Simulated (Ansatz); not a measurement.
**TlSbS3 (model cell, started as cubic perovskite with Sb in the octahedra): phonons and vibrational spectra**

Task: relax TlSbS3 (model cell, started as cubic perovskite with Sb in the octahedra), then find its harmonic phonons.

Calculated with Ansatz 0.2.0; DFT LDA, scalar-relativistic, plane waves, PAW; PAW set soft_1.

The structure was built from a prototype and need not be the compound's stable phase.

### 1. Starting point

It takes space group Pm-3m (No. 221, cubic). The conventional cell has a = 4.782 Å, b = 4.782 Å, c = 4.782 Å, α = 90.00°, β = 90.00°, γ = 90.00°. Tl has 12 S at 3.38 Å nearest. Nearest to Sb lie 6 S at 2.39 Å. S has 2 Sb at 2.39 Å nearest. Farther neighbours and most contacts between anions are not listed.

### 2. Relaxation

Harmonic phonons are second derivatives at a point where the forces vanish, and they are wanted at zero stress, so atoms and cell are relaxed first.

input.yaml

```yaml
crystal:
  lattice:
    - [4.7824, 0.0, 0.0]
    - [0.0, 4.7824, 0.0]
    - [0.0, 0.0, 4.7824]
  atoms:
    - { symbol: Tl, position: [0.0, 0.0, 0.0] }
    - { symbol: Sb, position: [0.5, 0.5, 0.5] }
    - { symbol: S, position: [0.5, 0.5, 0.0] }
    - { symbol: S, position: [0.5, 0.0, 0.5] }
    - { symbol: S, position: [0.0, 0.5, 0.5] }
kpoints:
  mp_grid: { grid: [8, 8, 8] }
hamiltonian:
  xc: lda
  pseudopotentials: { kind: paw, azcp: { folder: soft_1 }, xc_functional: pbe }
scf:
  occupations: { method: gaussian, width: 0.1 }
output:
  forces: true
  stress: true
  eigenvalues: true
  write_density: true
  write_potential: true
  elf: true
  volumetric_format: npy
relax:
  adjacent_minimum: "off"
  f_tol: 0.005
  max_steps: 80
  cell: { stress_tol: 0.05 }
```

Command:

```sh
$ ansatz run input.yaml --threads 4 --pin off --max-ram 16384MiB --backend cpu --events-out ev --progress --plain --runs-dir out
```

Numbers of over 12 decimals in the logs are rounded to 6 here.

Output:

```text
Engine: ansatz 0.2.0, aarch64-unknown-linux-gnu
Pseudopotentials: kind: paw
Pseudopotential: Tl, paw, valence charge 13, recommended cutoff 420 eV (normal), soft_1/Tl.paw.azcp
Pseudopotential: Sb, paw, valence charge 15, recommended cutoff 420 eV (normal), soft_1/Sb.paw.azcp
Pseudopotential: S, paw, valence charge 6, recommended cutoff 420 eV (normal), soft_1/S.paw.azcp
Functional definition: SPW92
  exchange = slater_x
  correlation = pw_c
Crystal: 5 atoms, lattice volume = 109.380 Å³
Basis set: ecut = 420 eV, 2103 PW (Γ)
Bands: 28, of which v1, the nominal top of the filled ones, is band 23 counted from 1 (22 counted from 0)
Symmetry: 48 space group operations
Space group: Pm-3m (ITA 221), of the structure as read, at distance tolerance 4.8e-5 Å
k-points: 35 of 512
Non-local potential: Tl, projectors of the file, l = 0: 2, l = 1: 2, l = 2: 2, l = 3: 1
Non-local potential: Sb, projectors of the file, l = 0: 2, l = 1: 2, l = 2: 2, l = 3: 1
Non-local potential: S, projectors of the file, l = 0: 2, l = 1: 2, l = 2: 1
PAW form: soft (Blöchl's): semilocal exchange-correlation on the pseudo side does not see the compensation charge
PAW frozen core: Tl, regenerated for the run's functional, and the local potential with it (the file was generated under x = pbe(κ = 0.804, μ = 0.219515), c = pbe(β = 0.066725))
PAW frozen core: Sb, regenerated for the run's functional, and the local potential with it (the file was generated under x = pbe(κ = 0.804, μ = 0.219515), c = pbe(β = 0.066725))
PAW frozen core: S, regenerated for the run's functional, and the local potential with it (the file was generated under x = pbe(κ = 0.804, μ = 0.219515), c = pbe(β = 0.066725))
PAW one-centre angular grid: Tl, 590 points (default); XC on 64 Gauss nodes
PAW one-centre angular grid: Sb, 590 points (default); XC on 64 Gauss nodes
PAW one-centre angular grid: S, 110 points (default); XC on 64 Gauss nodes
Initial density: superposition of atomic densities (chi_scale 0.1, normalization cell, long waves kept (reshape's long-wave potential 0.02 eV rms))
Initial wavefunctions: pseudopotential atomic-orbital guess
Functional: x = slater, c = lda
SCF iter   1: F=—  HF=-20092.698552 eV  |F-HF|=—  |Δ(HF+E_count)|=         —  Δρ=3.13e-2  dr2=2.40e0  ethr=3.10e-3  ⟨swp⟩=7.8  Hψ=5197  notcnv=0
preconditioner: auto → Kerker (q_TF=auto, 2.362 Å⁻¹)  [metal: Δε(μ)=0.038 eV  Ē_g=10.794 eV  σ=0.100 eV  W_gap=0.21  n_scr=26 (ndim 8)  ℏωp=21.3 eV  f_vac=0.000  D(μ)=2.84/eV (n_scr^D=18)]
SCF iter   2: F=—  HF=-20092.147814 eV  |F-HF|=—  |Δ(HF+E_count)|=   5.51e-1  Δρ=1.70e-2  dr2=8.63e-1  ethr=3.10e-3  ⟨swp⟩=3.4  Hψ=1880  notcnv=0  defer=24
SCF iter   3: F=—  HF=-20091.864697 eV  |F-HF|=—  |Δ(HF+E_count)|=   2.83e-1  Δρ=4.22e-3  dr2=8.57e-2  ethr=1.88e-3  ⟨swp⟩=3.4  Hψ=1798  notcnv=0  defer=24
SCF iter   4: F=—  HF=-20091.833679 eV  |F-HF|=—  |Δ(HF+E_count)|=   3.10e-2  Δρ=1.47e-3  dr2=4.46e-3  ethr=1.86e-4  ⟨swp⟩=2.7  Hψ=1843  notcnv=0  defer=18
SCF iter   5: F=—  HF=-20091.832522 eV  |F-HF|=—  |Δ(HF+E_count)|=   1.16e-3  Δρ=3.98e-4  dr2=2.77e-4  ethr=9.70e-6  ⟨swp⟩=2.4  Hψ=1874  notcnv=0  defer=18
SCF iter   6: F=—  HF=-20091.832431 eV  |F-HF|=—  |Δ(HF+E_count)|=   9.12e-5  Δρ=9.92e-5  dr2=1.23e-5  ethr=6.02e-7  ⟨swp⟩=2.1  Hψ=1655  notcnv=0  defer=18
SCF iter   7: F=—  HF=-20091.832432 eV  |F-HF|=—  |Δ(HF+E_count)|=   1.43e-6  Δρ=2.22e-5  dr2=6.81e-7  ethr=2.68e-8  ⟨swp⟩=2.0  Hψ=1469  notcnv=0  defer=18
SCF iter   8: F=-20091.832433 eV  HF=-20091.832433 eV  |F-HF|=3.19e-9  |Δ(HF+E_count)|=   1.66e-7  Δρ=5.86e-6  dr2=4.67e-8  ethr=2.17e-10  ⟨swp⟩=15.8  Hψ=9054  notcnv=0
SCF 1 converged in 8 iterations: F = -20091.832433 eV  dr2 = 4.67e-8
  greatest PAW one-centre occupation: 0.997 electrons in one spin orbital (limit 2), on the Sb atom at site 1 (counted from 0), in its partial waves of l = 2
relax step   1: F+E_penalty+E_count = -20091.83243253 eV  Δ(F+E_penalty+E_count) = +0.000e0 eV  max|allowed force component| = 5.235e-28 eV/Å  Δτ_max = 0.0000 Å  P = +7.732 GPa  Ω = 109.380 Å³  (8 SCF iters, dr2 threshold 1.00e-7 eV, accepted)
Crystal: 5 atoms, lattice volume = 120.453 Å³
Basis set: ecut = 420 eV, 2373 PW (Γ)
Initial density: handed on by an earlier stage of this run
Initial wavefunctions: those handed on with the density
iter 1 solved again at ethr=9.53e-5 eV; its pass at ethr=3.10e-3 eV (dr2=4.39e-2 eV) is discarded
SCF iter   1: F=—  HF=-20092.113366 eV  |F-HF|=—  |Δ(HF+E_count)|=         —  Δρ=4.80e-3  dr2=4.50e-2  ethr=9.53e-5  ⟨swp⟩=1.5  Hψ=6261  notcnv=0
preconditioner: auto → Kerker (q_TF=auto, 2.324 Å⁻¹)  [metal: Δε(μ)=0.000 eV  Ē_g=9.901 eV  σ=0.100 eV  W_gap=0.00  n_scr=26 (ndim 8)  ℏωp=20.3 eV  f_vac=0.002  D(μ)=4.04/eV (n_scr^D=26)]
SCF iter   2: F=—  HF=-20092.102828 eV  |F-HF|=—  |Δ(HF+E_count)|=   1.05e-2  Δρ=2.27e-3  dr2=9.36e-3  ethr=9.53e-5  ⟨swp⟩=2.1  Hψ=1126  notcnv=0
SCF iter   3: F=—  HF=-20092.100834 eV  |F-HF|=—  |Δ(HF+E_count)|=   1.99e-3  Δρ=5.35e-4  dr2=6.13e-4  ethr=2.03e-5  ⟨swp⟩=2.1  Hψ=1441  notcnv=0
SCF iter   4: F=—  HF=-20092.100732 eV  |F-HF|=—  |Δ(HF+E_count)|=   1.02e-4  Δρ=1.54e-4  dr2=8.37e-5  ethr=1.33e-6  ⟨swp⟩=2.5  Hψ=1633  notcnv=0
SCF iter   5: F=—  HF=-20092.100700 eV  |F-HF|=—  |Δ(HF+E_count)|=   3.18e-5  Δρ=6.51e-5  dr2=1.43e-5  ethr=1.82e-7  ⟨swp⟩=2.2  Hψ=1679  notcnv=0
SCF iter   6: F=-20092.100695 eV  HF=-20092.100695 eV  |F-HF|=1.13e-7  |Δ(HF+E_count)|=   5.48e-6  Δρ=1.64e-5  dr2=4.02e-7  ethr=1.09e-9  ⟨swp⟩=12.2  Hψ=9441  notcnv=0
SCF 2 converged in 6 iterations: F = -20092.100695 eV  dr2 = 4.02e-7
relax step   2: F+E_penalty+E_count = -20092.10069472 eV  Δ(F+E_penalty+E_count) = -2.683e-1 eV  max|allowed force component| = 5.049e-30 eV/Å  Δτ_max = 0.0000 Å  P = +0.655 GPa  Ω = 120.453 Å³  energy of the carried Pulay correction = -2.352e-3 eV  (6 SCF iters, dr2 threshold 5.00e-7 eV, accepted)
Crystal: 5 atoms, lattice volume = 121.590 Å³
iter 1 solved again at ethr=7.13e-7 eV; its pass at ethr=3.10e-3 eV (dr2=3.28e-4 eV) is discarded
SCF iter   1: F=—  HF=-20092.103243 eV  |F-HF|=—  |Δ(HF+E_count)|=         —  Δρ=3.99e-4  dr2=3.33e-4  ethr=7.13e-7  ⟨swp⟩=3.1  Hψ=5838  notcnv=0
preconditioner: auto → Kerker (q_TF=auto, 2.320 Å⁻¹)  [metal: Δε(μ)=0.007 eV  Ē_g=9.900 eV  σ=0.100 eV  W_gap=0.04  n_scr=26 (ndim 8)  ℏωp=20.2 eV  f_vac=0.001  D(μ)=4.07/eV (n_scr^D=26)]
SCF iter   2: F=—  HF=-20092.103178 eV  |F-HF|=—  |Δ(HF+E_count)|=   6.52e-5  Δρ=2.29e-4  dr2=1.18e-4  ethr=7.13e-7  ⟨swp⟩=1.6  Hψ=1007  notcnv=0
SCF iter   3: F=—  HF=-20092.103147 eV  |F-HF|=—  |Δ(HF+E_count)|=   3.14e-5  Δρ=3.97e-5  dr2=5.72e-6  ethr=2.57e-7  ⟨swp⟩=2.0  Hψ=1394  notcnv=0
SCF iter   4: F=—  HF=-20092.103145 eV  |F-HF|=—  |Δ(HF+E_count)|=   1.58e-6  Δρ=1.28e-5  dr2=6.60e-7  ethr=1.24e-8  ⟨swp⟩=2.4  Hψ=1470  notcnv=0
iter 5 did not close the SCF: its close was put off for the readings that it lacked (scf_convergence_deferred on its scf_iter line)
SCF iter   5: F=-20092.103145 eV  HF=-20092.103145 eV  |F-HF|=4.45e-8  |Δ(HF+E_count)|=   2.72e-7  Δρ=4.69e-6  dr2=5.99e-8  ethr=1.43e-9  ⟨swp⟩=2.0  Hψ=1717  notcnv=0
SCF iter   6: F=-20092.103145 eV  HF=-20092.103145 eV  |F-HF|=2.03e-9  |Δ(HF+E_count)|=   2.14e-8  Δρ=1.31e-6  dr2=3.39e-9  ethr=1.30e-10  ⟨swp⟩=8.3  Hψ=7454  notcnv=0
SCF 3 converged in 6 iterations: F = -20092.103145 eV  dr2 = 3.39e-9
relax step   3: F+E_penalty+E_count = -20092.10314468 eV  Δ(F+E_penalty+E_count) = -2.450e-3 eV  max|allowed force component| = 3.879e-30 eV/Å  Δτ_max = 0.0000 Å  P = +0.104 GPa  Ω = 121.590 Å³  energy of the carried Pulay correction = -2.581e-3 eV  (6 SCF iters, dr2 threshold 5.00e-7 eV, accepted)
[...]
relax step   4: F+E_penalty+E_count = -20092.10317350 eV  Δ(F+E_penalty+E_count) = -2.882e-5 eV  max|allowed force component| = 6.353e-29 eV/Å  Δτ_max = 0.0000 Å  P = +0.002 GPa  Ω = 121.809 Å³  energy of the carried Pulay correction = -2.624e-3 eV  (6 SCF iters, dr2 threshold 2.73e-8 eV, accepted)
Initial wavefunctions: pseudopotential atomic-orbital guess (no wavefunctions were taken with the density)
iter 1 solved again at ethr=3.41e-7 eV; its pass at ethr=3.10e-3 eV (dr2=1.57e-4 eV) is discarded
SCF iter   1: F=—  HF=-20092.106232 eV  |F-HF|=—  |Δ(HF+E_count)|=         —  Δρ=1.25e-4  dr2=2.27e-6  ethr=3.41e-7  ⟨swp⟩=3.9  Hψ=8319  notcnv=0
SCF iter   2: F=—  HF=-20092.106233 eV  |F-HF|=—  |Δ(HF+E_count)|=   1.10e-6  Δρ=6.49e-5  dr2=6.55e-7  ethr=4.93e-9  ⟨swp⟩=2.1  Hψ=1710  notcnv=0
SCF iter   3: F=—  HF=-20092.106234 eV  |F-HF|=—  |Δ(HF+E_count)|=   9.26e-7  Δρ=1.03e-5  dr2=3.60e-8  ethr=1.42e-9  ⟨swp⟩=2.0  Hψ=1626  notcnv=0
SCF iter   4: F=—  HF=-20092.106234 eV  |F-HF|=—  |Δ(HF+E_count)|=   7.99e-9  Δρ=1.07e-6  dr2=1.76e-9  ethr=7.84e-11  ⟨swp⟩=2.1  Hψ=1164  notcnv=0
SCF iter   5: F=—  HF=-20092.106234 eV  |F-HF|=—  |Δ(HF+E_count)|=  2.69e-10  Δρ=1.82e-7  dr2=1.10e-10  ethr=3.83e-12  ⟨swp⟩=2.1  Hψ=1765  notcnv=0
SCF iter   6: F=-20092.106234 eV  HF=-20092.106234 eV  |F-HF|=3.64e-12  |Δ(HF+E_count)|=  2.18e-11  Δρ=7.14e-8  dr2=2.24e-11  ethr=1.00e-12  ⟨swp⟩=8.2  Hψ=5479  notcnv=0
SCF 5 converged in 6 iterations: F = -20092.106234 eV  dr2 = 2.24e-11
relax step   5: F+E_penalty+E_count = -20092.10623428 eV  Δ(F+E_penalty+E_count) = -3.061e-3 eV  max|allowed force component| = 1.704e-29 eV/Å  Δτ_max = 0.0000 Å  P = +0.016 GPa  Ω = 121.809 Å³  stress off target by 1.64e-2 GPa  SCF on the basis re-selected at this cell (its energy is not comparable with the rows above)  (6 SCF iters)
basis re-selected at this cell: Δ(F+E_penalty+E_count) = -3.061e-3 eV, ΔP = +0.014 GPa vs the last step (what re-selecting the basis moved, of the pressure what is left beyond the Pulay correction that the steps carried, after the strain that the cell walked since its last selection, with what the two solves' SCF thresholds leave and, on support functions, any second-order correction that the steps lacked; it is no measure of the basis error at this ecutwfc). The dense FFT grid was sized anew with the basis: this SCF ran on 36×36×36 points, the steps before it on 32×32×32, so part of this shift can come from that change (see relax.cell in the input reference). [rest of the remark cut]
SCF converged after 6 iterations
Free energy (F): -20092.106234 eV
Harris-Foulkes:  -20092.106234 eV  (|F-HF|=3.64e-12)
Internal energy: -20092.085837 eV  (E = F + TS)
E sigma→0 (E₀):  -20092.096036 eV
Entropy (-TS):   -0.020397 eV (-4.079 meV/atom)
Fermi energy:    6.677508 eV
--- Per-component energies (eV) ---
  E_band       = -226.767664
  E_kinetic    = 746.958578
  E_local      = -3148.417490  (includes V_loc(G=0)·N_el)
  E_nonlocal   = 822.215307
  E_hartree    = 1223.842674
  E_xc         = -546.732845
  E_vxc        = -462.772950  (∫ρ·V_xc dr)
  E_paw        = -16013.887980  (= ΣΔE_a)
  E_vpaw       = -632.436505  (= ΣTr[D̂ρ^β])
  E_aug_tail   = 0.000087  (compensation charges beyond the density's cutoff)
  E_ewald      = -3176.941132
  E_core_change = 0.876963  (= ΣΔE_core)
  E_smearing   = -0.020397  (= −TS)
  E_closure    = -0.000000  (closes the sum)
  Σ components = -20092.106234   (vs F -20092.106234, Δ=0.00e0)
--- Forces (eV/Å), atoms counted from 1 ---
  atom   1  Tl     0.00000000     0.00000000     0.00000000
  atom   2  Sb     0.00000000    -0.00000000    -0.00000000
  atom   3  S      0.00000000    -0.00000000    -0.00000000
  atom   4  S      0.00000000     0.00000000     0.00000000
  atom   5  S      0.00000000     0.00000000    -0.00000000
  max |Σ_I F_I| component: 4.10e-29 eV/Å
--- Stress (GPa, compression-positive) ---
        0.016420       0.000000       0.000000
        0.000000       0.016420      -0.000000
        0.000000      -0.000000       0.016420
  P = ⅓ Tr σ = 0.0164 GPa (0.164 kbar)
--- Band table (eV; the first three rows and the last of 35) ---
  k-point 0: bands = [... 19 lower, 5.5186, 5.5186, 5.7413, 5.7413, 5.7413, 12.0665, 12.0665, 12.0665, ... 1 higher]
  k-point 1: bands = [... 19 lower, 5.4497, 5.6927, 5.7138, 5.7138, 5.8146, 11.6206, 11.8843, 11.8843, ... 1 higher]
  k-point 2: bands = [... 19 lower, 5.1988, 5.5813, 5.7471, 5.7471, 6.4496, 10.4957, 11.5991, 11.5991, ... 1 higher]
  k-point 34: bands = [... 19 lower, 5.0792, 6.9610, 6.9610, 6.9610, 7.9773, 7.9773, 7.9773, 10.6499, ... 1 higher]
--- Relaxed structure (4 steps of the walk, 4 accepted, 1 SCFs on fresh bases) ---
  F+E_penalty+E_count = -20092.10623428 eV   max|allowed force component| = 1.704e-29 eV/Å   (the final SCF, on the basis selected at the relaxed cell)
  cell:  # Å, volume = 121.8088 Å³
    - [4.957084, 0, 0]
    - [0, 4.957084, 0]
    - [0, 0, 4.957084]
  atoms:
    - { symbol: Tl, position: [0, 0, 0] }
    - { symbol: Sb, position: [0.500000, 0.500000, 0.500000] }
    - { symbol: S, position: [0.500000, 0.500000, 0] }
    - { symbol: S, position: [0.500000, 0, 0.500000] }
    - { symbol: S, position: [0, 0.500000, 0.500000] }
```

The job ended after 9.7 s (4 threads of Arm Neoverse V1, shared host; peak memory 0.47 GiB; 37 s of CPU time).

The steps of the relaxation:

| step | energy less that of the first step (eV) | largest force component (eV/Å) | pressure (GPa) | volume (Å³) |
| --- | --- | --- | --- | --- |
| 1 | 0.0000 | 0.0000 | 7.73 | 109.38 |
| 2 | -0.2683 | 0.0000 | 0.65 | 120.45 |
| 3 | -0.2707 | 0.0000 | 0.10 | 121.59 |
| 4 | -0.2707 | 0.0000 | 0.00 | 121.81 |
| 5* | -0.2738 | 0.0000 | 0.02 | 121.81 |

Relaxation steps marked * repeat the geometry before them on a plane-wave basis chosen anew for their cell, so energy and pressure can jump there.

Forces are held to the 48 operations that the run works with; a distortion that breaks them can't arise in this run.

| conventional cell, symmetrised | before | after | change |
| --- | --- | --- | --- |
| a (Å) | 4.782 | 4.957 | +3.7 % |
| b (Å) | 4.782 | 4.957 | +3.7 % |
| c (Å) | 4.782 | 4.957 | +3.7 % |
| volume (Å³/atom) | 21.88 | 24.36 | +11.4 % |

The relaxed structure:

```xyz
5
Lattice="4.9571 0.0000 0.0000 0.0000 4.9571 0.0000 0.0000 0.0000 4.9571" Properties=species:S:1:pos:R:3 pbc="T T T"
Tl    0.0000    0.0000    0.0000
Sb    2.4785    2.4785    2.4785
S     2.4785    2.4785    0.0000
S     2.4785    0.0000    2.4785
S     0.0000    2.4785    2.4785
```

Numbers from this step:

* pressure: 0.01642 GPa
* volume per atom: 24.36 Å³
* gap on the k-mesh: 0 eV

Electrostatic potential energy in the ac plane at fractional y = 0.500, with atoms of Sb and S within 0.2 Å of it. With pseudopotentials it is smooth inside the atoms' cores, unlike the true potential.

Values in eV, 13 rows by 14 columns, each cell a mean:
```
 12  12  12  11   4 -21 -35 -33 -34  -7   8  12  12  12
 12  12  12  11   8  -3 -19 -23 -12   3  10  12  12  12
 11  11  11  11   9   5   1   0   3   7  10  11  11  11
  4   7   9   9   6   1  -6  -8  -4   4   8   9   8   6
-23 -12   2   6   0 -17 -28 -30 -25  -9   4   5  -3 -18
-32 -32 -10   2  -9 -30 -34 -35 -34 -22  -1  -1 -21 -35
-27 -35 -14   1 -11 -32 -35 -36 -34 -25  -3  -2 -26 -33
-33 -24  -4   4  -4 -25 -33 -34 -31 -16   1   2 -12 -30
 -6   0   6   8   4  -7 -18 -20 -14  -1   6   8   4  -3
  9  10  11  10   8   4   1   0   2   6   9  10  10  10
 12  12  12  11   9   3  -6  -9  -2   6  10  11  12  12
 12  12  12  11   6 -13 -32 -35 -26  -2   9  12  12  12
 12  12  12  10   3 -26 -32 -27 -35 -11   8  11  12  12
```
Columns run along a (5.0 Å; values clipped at the 3rd and 97th percentile), rows up along c (5.0 Å). Atoms in or near the plane, at fractional coordinates: Sb at (0.50, 0.50), S at (0.50, 0.00), S at (0.00, 0.50).

ELF in the ac plane at fractional y = 0.500, with atoms of Sb and S within 0.2 Å of it. It is the smooth field of the valence electrons, not physical close to the nuclei.

Ten even steps from '0' (0.01) to '9' (0.88), each cell a mean:
```
00169931698400
10037887885100
64113577642125
98522344432369
99743322333689
26864200134784
04864200035771
68853311234787
99633333332489
86312455531147
31015788863112
00148965897300
00279920599500
```
Columns run along a (5.0 Å), rows up along c (5.0 Å). Atoms in or near the plane, at fractional coordinates: Sb at (0.50, 0.50), S at (0.50, 0.00), S at (0.00, 0.50).

Valence density in the ac plane at fractional y = 0.500, with atoms of Sb and S within 0.2 Å of it. It is the smooth field of the valence electrons, not physical close to the nuclei.

Ten steps, logarithmic in the rise over the least value, from '_' (0 e/Å³) to '@' (13 e/Å³), each cell a mean:
```
______..--==========::..____
______..::--======--..______
....__....::------::..__....
--::::....::------::....::::
====--::::==****++--::::--==
======----**%%@@%%==----====
--====----##@@@@%%++----====
====--::--++##%%##==::--====
==--::..::--======::..::----
::........::------::......::
______..::--====--::..______
______..::========--::______
______..--====--====::..____
```
Columns run along a (5.0 Å), rows up along c (5.0 Å). Atoms in or near the plane, at fractional coordinates: Sb at (0.50, 0.50), S at (0.50, 0.00), S at (0.00, 0.50).

In this step the volume went from 21.88 to 24.36 Å³/atom.

### 3. Relaxation

The relaxation is repeated from its end on the same settings, as a check that it has come to rest.

Edit input.yaml of step 2 so:

```diff
@@ -2,5 +2,5 @@
   lattice:
-    - [4.7824, 0.0, 0.0]
-    - [0.0, 4.7824, 0.0]
-    - [0.0, 0.0, 4.7824]
+    - [4.9570837717, 0.0, 0.0]
+    - [0.0, 4.9570837717, 0.0]
+    - [0.0, 0.0, 4.9570837717]
   atoms:
```

Output:

```text
[...]
Crystal: 5 atoms, lattice volume = 121.809 Å³
Basis set: ecut = 420 eV, 2373 PW (Γ)
Bands: 28, of which v1, the nominal top of the filled ones, is band 23 counted from 1 (22 counted from 0)
Symmetry: 48 space group operations
[...]
k-points: 35 of 512
[...]
--- Relaxed structure (1 steps of the walk, 1 accepted, 1 SCFs on fresh bases) ---
[...]
cell:  # Å, volume = 121.8088 Å³
    - [4.9570837717, 0.0, 0.0]
    - [0.0, 4.9570837717, 0.0]
    - [0.0, 0.0, 4.9570837717]
  atoms:
    - { symbol: Tl, position: [0.0, 0.0, 0.0] }
    - { symbol: Sb, position: [0.5, 0.5, 0.5] }
    - { symbol: S, position: [0.5, 0.5, 0.0] }
    - { symbol: S, position: [0.5, 0.0, 0.5] }
    - { symbol: S, position: [0.0, 0.5, 0.5] }
[key lines of the parts left out:]
SCF converged after 6 iterations
Free energy (F): -20092.106234 eV
Fermi energy:    6.677510 eV
P = ⅓ Tr σ = 0.0164 GPa (0.164 kbar)
```

Wall time 5.1 s (4 threads); peak memory 0.47 GiB; 19 s of CPU time.

Little changed from the start: no atom moved by 0.005 Å and no cell edge by 0.1 %.

In this step the volume went from 24.36 to 24.36 Å³/atom.

### 4. Tight relaxation

Phonons need a cell at rest on their own settings, so the relaxation is repeated with tight tolerances on forces and stress, using the mesh and the filling of the phonon run that follows.

input.yaml, the sections that differ from step 3:

```yaml
scf:
  occupations: { method: methfessel_paxton, width: 0.2 }
output:
  forces: true
  stress: true
  eigenvalues: true
relax:
  adjacent_minimum: "off"
  f_tol: 0.001
  max_steps: 60
  cell: { stress_tol: 0.01 }
# crystal, kpoints, hamiltonian: as in step 3
```

Output:

```text
[...]
Crystal: 5 atoms, lattice volume = 121.809 Å³
Basis set: ecut = 420 eV, 2373 PW (Γ)
Bands: 28, of which v1, the nominal top of the filled ones, is band 23 counted from 1 (22 counted from 0)
Symmetry: 48 space group operations
[...]
k-points: 35 of 512
[...]
--- Relaxed structure (2 steps of the walk, 2 accepted, 1 SCFs on fresh bases) ---
[...]
cell:  # Å, volume = 121.7269 Å³
    - [4.955972, 0, 0]
    - [0, 4.955972, 0]
    - [0, 0, 4.955972]
  atoms:
    - { symbol: Tl, position: [0, 0, 0] }
    - { symbol: Sb, position: [0.5, 0.5, 0.5] }
    - { symbol: S, position: [0.5, 0.5, 0] }
    - { symbol: S, position: [0.5, 0, 0.5] }
    - { symbol: S, position: [0, 0.5, 0.5] }
[key lines of the parts left out:]
SCF converged after 7 iterations
Free energy (F): -20092.097985 eV
Fermi energy:    6.687343 eV
P = ⅓ Tr σ = -0.0025 GPa (-0.025 kbar)
```

It took 6.5 s on 4 threads; peak memory 0.47 GiB.

Little changed from the start: no atom moved by 0.005 Å and no cell edge by 0.1 %.

Numbers from this step:

```
pressure        : -0.002489 GPa
volume per atom : 24.35 Å³
```

The forces vanish by symmetry and the pressure is -0.002 GPa, within the tolerances set. The cell now holds 24.35 Å³/atom.

(Part 1 of 2 ends here.)

[Logs are printed without paths, hosts, clocks, repeated set-up lines and the standing remarks that a program may print on its own settings, such as how far it seeks lower states.]

[Hosts, paths, dates, database ids (printed as entryN), source tags and the programs' standing remarks are cut or masked in the printed files.]
